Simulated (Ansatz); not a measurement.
**Al2Pt (Fm-3m): from the cell to its phonons**

The cell of Al2Pt (Fm-3m) is at rest. What are its phonons? After the zone centre comes a 4×4×4 q mesh on a 12×12×12 k mesh.

Calculated with Ansatz 0.2.0; DFT PBEsol, scalar-relativistic, plane waves, PAW; PAW set soft_1.

The database entry behind the starting cell differs from later determinations by our own check (0.1 to 0.3 % short, probably kX units), so it need not match the best structure at ambient conditions.

## 1. The structure

The structure is cubic, space group Fm-3m (No. 225). Conventional cell: a = 5.896 Å, b = 5.896 Å, c = 5.896 Å, α = 90.00°, β = 90.00°, γ = 90.00°. Al has 4 Pt at 2.55 Å nearest. Nearest to Pt lie 8 Al at 2.55 Å. Farther neighbours are not listed.

## 2. Linear response at the zone centre

The cell comes from relaxations at this level that are not shown. The zone centre comes first: it holds the modes that light can see, as far as symmetry allows. No field response is asked, since the mesh shows no gap.

input.yaml

```yaml
crystal:
  lattice:
    - [0.0, 2.9478597694, 2.9478597694]
    - [2.9478597694, 0.0, 2.9478597694]
    - [2.9478597694, 2.9478597694, 0.0]
  atoms:
    - { symbol: Al, position: [0.25, 0.25, 0.25] }
    - { symbol: Al, position: [0.75, 0.75, 0.75] }
    - { symbol: Pt, position: [0.0, 0.0, 0.0] }
kpoints:
  mp_grid: { grid: [12, 12, 12] }
hamiltonian:
  xc: pbesol
  pseudopotentials: { kind: paw, azcp: { folder: soft_1 }, xc_functional: pbe }
scf:
  occupations: { method: methfessel_paxton, width: 0.2 }
output:
  eigenvalues: true
phonons:
  method: dfpt
```

Command:

```bash
> ansatz run input.yaml --threads 4 --pin off --max-ram 10240MiB --backend cpu --events-out ev --progress --plain --runs-dir out
```

Numbers of over 12 decimals in the logs are rounded to 6 here.

Log:

```text
zone centre: on kpoints.mp_grid the ground state, and the responses unless they are solved on pairs of k-points, stand on 163 of the mesh's 1728 k-points, reduced under 8 symmetry operations, with k and −k counted as one. Each operation leaves every solved displacement unchanged or reverses it
Engine: ansatz 0.2.0, aarch64-unknown-linux-gnu
Pseudopotentials: kind: paw
Pseudopotential: Al, paw, valence charge 3, recommended cutoff 420 eV (normal), soft_1/Al.paw.azcp
Pseudopotential: Pt, paw, valence charge 18, recommended cutoff 420 eV (normal), soft_1/Pt.paw.azcp
Functional definition: PBEsol
  exchange = pbesol_x
  correlation = pbesol_c
Crystal: 3 atoms, lattice volume = 51.233 Å³
Basis set: ecut = 420 eV, 965 PW (Γ), exchange–correlation on 60×60×60 points (8 copies of the dense FFT grid, shifted against one another)
Bands: 16, of which v1, the nominal top of the filled ones, is band 12 counted from 1 (11 counted from 0)
Symmetry: 48 space group operations
k-points: 163 of 1728 (irreducible under 8 space group operations, time reversal used)
Non-local potential: Al, projectors of the file, l = 0: 2, l = 1: 2, l = 2: 1
Non-local potential: Pt, projectors of the file, l = 0: 3, l = 1: 2, l = 2: 2, l = 3: 1
PAW form: soft (Blöchl's): semilocal exchange-correlation on the pseudo side does not see the compensation charge
PAW frozen core: Al, regenerated for the run's functional, and the local potential with it (the file was generated under x = pbe(κ = 0.804, μ = 0.219515), c = pbe(β = 0.066725))
PAW frozen core: Pt, regenerated for the run's functional, and the local potential with it (the file was generated under x = pbe(κ = 0.804, μ = 0.219515), c = pbe(β = 0.066725))
PAW one-centre angular grid: Al, 110 points (default); XC on 64 Gauss nodes
PAW one-centre angular grid: Pt, 590 points (default); XC on 64 Gauss nodes
Initial density: superposition of atomic densities (chi_scale 0.1, normalization cell, long waves kept (reshape's long-wave potential 0.00 eV rms))
Initial wavefunctions: pseudopotential atomic-orbital guess
Functional: x = pbesol(κ = 0.804, μ = 0.123457), c = pbesol(β = 0.046)
SCF iter   1: F=—  HF=-13438.301918 eV  |F-HF|=—  |Δ(HF+E_count)|=         —  Δρ=9.40e-2  dr2=5.48e0  ethr=3.10e-3  ⟨swp⟩=5.3  Hψ=12925  notcnv=0
preconditioner: auto → Kerker (q_TF=auto, 2.404 Å⁻¹)  [metal: Δε(μ)=0.019 eV  Ē_g=7.931 eV  σ=0.200 eV  W_gap=0.08  n_scr=14 (ndim 8)  ℏωp=20.8 eV  f_vac=0.000  D(μ)=1.56/eV (n_scr^D=14)]
SCF iter   2: F=—  HF=-13437.093704 eV  |F-HF|=—  |Δ(HF+E_count)|=    1.21e0  S|Δr|=    0.00e0  Δρ=2.34e-2  dr2=1.60e-1  ethr=3.10e-3  ⟨swp⟩=2.0  Hψ=6329  notcnv=0  defer=28
SCF iter   3: F=—  HF=-13437.094256 eV  |F-HF|=—  |Δ(HF+E_count)|=   5.52e-4  S|Δr|=    0.00e0  Δρ=1.36e-2  dr2=6.87e-2  ethr=6.68e-4  ⟨swp⟩=1.0  Hψ=3765  notcnv=0  defer=28
SCF iter   4: F=—  HF=-13437.085258 eV  |F-HF|=—  |Δ(HF+E_count)|=   9.00e-3  S|Δr|=    0.00e0  Δρ=5.48e-3  dr2=1.12e-2  ethr=2.86e-4  ⟨swp⟩=1.0  Hψ=2575  notcnv=0  defer=28
SCF iter   5: F=—  HF=-13437.083824 eV  |F-HF|=—  |Δ(HF+E_count)|=   1.43e-3  S|Δr|=    0.00e0  Δρ=1.07e-3  dr2=5.22e-4  ethr=4.66e-5  ⟨swp⟩=1.0  Hψ=2575  notcnv=0  defer=28
SCF iter   6: F=—  HF=-13437.083849 eV  |F-HF|=—  |Δ(HF+E_count)|=   2.48e-5  S|Δr|=    0.00e0  Δρ=1.53e-4  dr2=2.29e-5  ethr=2.18e-6  ⟨swp⟩=1.2  Hψ=2917  notcnv=0  defer=28
SCF iter   7: F=—  HF=-13437.083855 eV  |F-HF|=—  |Δ(HF+E_count)|=   6.05e-6  S|Δr|=    0.00e0  Δρ=1.98e-5  dr2=2.32e-7  ethr=9.52e-8  ⟨swp⟩=2.5  Hψ=3868  notcnv=0  defer=28
SCF iter   8: F=—  HF=-13437.083860 eV  |F-HF|=—  |Δ(HF+E_count)|=   4.86e-6  S|Δr|=    0.00e0  Δρ=3.63e-6  dr2=8.48e-9  ethr=9.69e-10  ⟨swp⟩=2.4  Hψ=4415  notcnv=0  defer=28
SCF iter   9: F=—  HF=-13437.083860 eV  |F-HF|=—  |Δ(HF+E_count)|=  9.93e-10  S|Δr|=    0.00e0  Δρ=6.80e-7  dr2=2.57e-10  ethr=3.53e-11  ⟨swp⟩=2.3  Hψ=3799  notcnv=0  defer=28
SCF iter  10: F=-13437.083860 eV  HF=-13437.083860 eV  |F-HF|=7.28e-12  |Δ(HF+E_count)|=  9.82e-11  S|Δr|=    0.00e0  Δρ=1.20e-7  dr2=6.28e-12  ethr=1.00e-12  ⟨swp⟩=4.9  Hψ=13035  notcnv=0
SCF 1 converged in 10 iterations: F = -13437.083860 eV  dr2 = 6.28e-12
  greatest PAW one-centre occupation: 1.000 electrons in one spin orbital (limit 2), on the Pt atom at site 2 (counted from 0), in its partial waves of l = 0
DFPT response loops at Γ: preconditioner auto → Kerker (q_TF=auto, 2.404 Å⁻¹) (partly filled bands, converged f_vac=0.000); β = 1.00, the filter's whole step (`scf.mixing.beta` (0.50) is not read by the response loops under this deck's `scf.mixing.preconditioner`; to damp them name `kerker` or `kerker_dos`, under which they read `scf.mixing.beta`, and type it under 1.00, their step now; both keys bind the ground state too); Broyden in place of MSR1
SCF converged after 10 iterations
Stability not checked: this state was not tested for a lower state beside it, because cold or Methfessel-Paxton smearing, or corrected tetrahedra, fill the levels in a way that the test cannot read (fill_not_monotonic; see scf.lower_state_search)
Free energy (F): -13437.083860 eV
Harris-Foulkes:  -13437.083860 eV  (|F-HF|=7.28e-12)
Internal energy: -13437.083618 eV  (E = F + TS)
E sigma→0 (E₀):  -13437.083800 eV
Entropy (-TS):   -0.000242 eV (-0.081 meV/atom)
Fermi energy:    11.401970 eV
--- Per-component energies (eV) ---
  E_band       = -312.324287
  E_kinetic    = 644.839043
  E_local      = -2658.325718  (includes V_loc(G=0)·N_el)
  E_nonlocal   = 226.088696
  E_hartree    = 1068.084656
  E_xc         = -307.694833
  E_vxc        = -332.108529  (∫ρ·V_xc dr)
  E_paw        = -10260.053275  (= ΣΔE_a)
  E_vpaw       = -328.988348  (= ΣTr[D̂ρ^β])
  E_aug_tail   = 0.001135  (compensation charges beyond the density's cutoff)
  E_ewald      = -2150.348632
  E_core_change = 0.325309  (= ΣΔE_core)
  E_smearing   = -0.000242  (= −TS)
  E_closure    = 0.000000  (closes the sum)
  Σ components = -13437.083860   (vs F -13437.083860, Δ=0.00e0)
--- Band table (eV; the first three rows and the last of 163) ---
  k-point 0: bands = [... 8 lower, 7.6456, 7.6456, 14.4240, 15.1778, 15.1778, 15.1778, 16.8440, 16.8440]
  k-point 1: bands = [... 8 lower, 7.6338, 7.6338, 13.8804, 14.6337, 14.9103, 14.9103, 17.1478, 17.1478]
  k-point 2: bands = [... 8 lower, 7.6142, 7.6142, 12.1464, 14.3324, 14.3324, 14.8954, 17.1225, 17.1797]
  k-point 162: bands = [... 8 lower, 7.5599, 8.0889, 8.5809, 8.5809, 10.4857, 16.6207, 16.6207, 17.5028]
--- Phonons (Γ-DFPT): 2 representative perturbations + reference, on 163 of 1728 k-points (Σ response iterations 6) ---
  k mesh reduced under 8 symmetry operations, with k and −k counted as one. Each operation leaves every solved displacement unchanged or reverses it
  ASR residual: 1.504e-4 → 0.000e0 eV/Å²; symmetrization residual: 3.248e-6 eV/Å²
  ASR residual per site (eV/Å²): 4.51e-5 4.51e-5 1.50e-4
  Γ frequencies (cm⁻¹): 0.00 0.00 0.00 238.34 238.34 238.34 294.43 294.43 294.43
  non-analytic LO–TO correction: not included (Born effective charges unavailable; polar crystals: no LO–TO splitting at Γ)
```

Run time: 8.9 s. Hardware: 4 threads of Arm Neoverse V2, shared host; peak memory 0.66 GiB.

Numbers from this step:

```
volume per atom                                         : 17.08 Å³
gap on the k-mesh                                       : 0 eV
sum-rule residual before enforcement                    : 1.50e-4 eV/Å²
point group                                             : m-3m
highest optical mode at the zone centre (no LO-TO term) : 294.4 cm⁻¹
lowest optical zone-centre mode                         : 238.3 cm⁻¹
```

Patterns of degenerate modes are one choice out of their space. Modes at Γ, with each element's share of the kinetic energy:

| mode | frequency (cm⁻¹) | symmetry | Al % | Pt % |
| --- | --- | --- | --- | --- |
| 1 | 0.0 | acoustic | 22 | 78 |
| 2 | 0.0 | acoustic | 22 | 78 |
| 3 | 0.0 | acoustic | 22 | 78 |
| 4 | 238.3 | T1u | 78 | 22 |
| 5 | 238.3 | T1u | 78 | 22 |
| 6 | 238.3 | T1u | 78 | 22 |
| 7 | 294.4 | T2g | 100 | 0 |
| 8 | 294.4 | T2g | 100 | 0 |
| 9 | 294.4 | T2g | 100 | 0 |

Displacements in mode 5 (238.3 cm⁻¹), the largest set to 1:
```
Al1  0.00  1.00  0.49
Al2  0.00  1.00  0.49
Pt3  0.00 -0.28 -0.14
```

Displacements in mode 8 (294.4 cm⁻¹), the largest set to 1:
```
Al1  0.00  1.00  0.59
Al2  0.00 -1.00 -0.59
Pt3  0.00  0.00  0.00
```

Before it was imposed, the acoustic sum rule was missed by 1.5e-4 eV/Å². Small misses are needed for a sound result but don't prove that mesh and cutoff are converged. The lowest optical mode is real, 238 cm⁻¹.

(Continued in part 2 of 2.)

[Logs are printed without paths, hosts, clocks, repeated set-up lines and the standing remarks that a program may print on its own settings, such as how far it seeks lower states.]

[Hosts, paths, dates, database ids (printed as entryN), source tags and the programs' standing remarks are cut or masked in the printed files.]
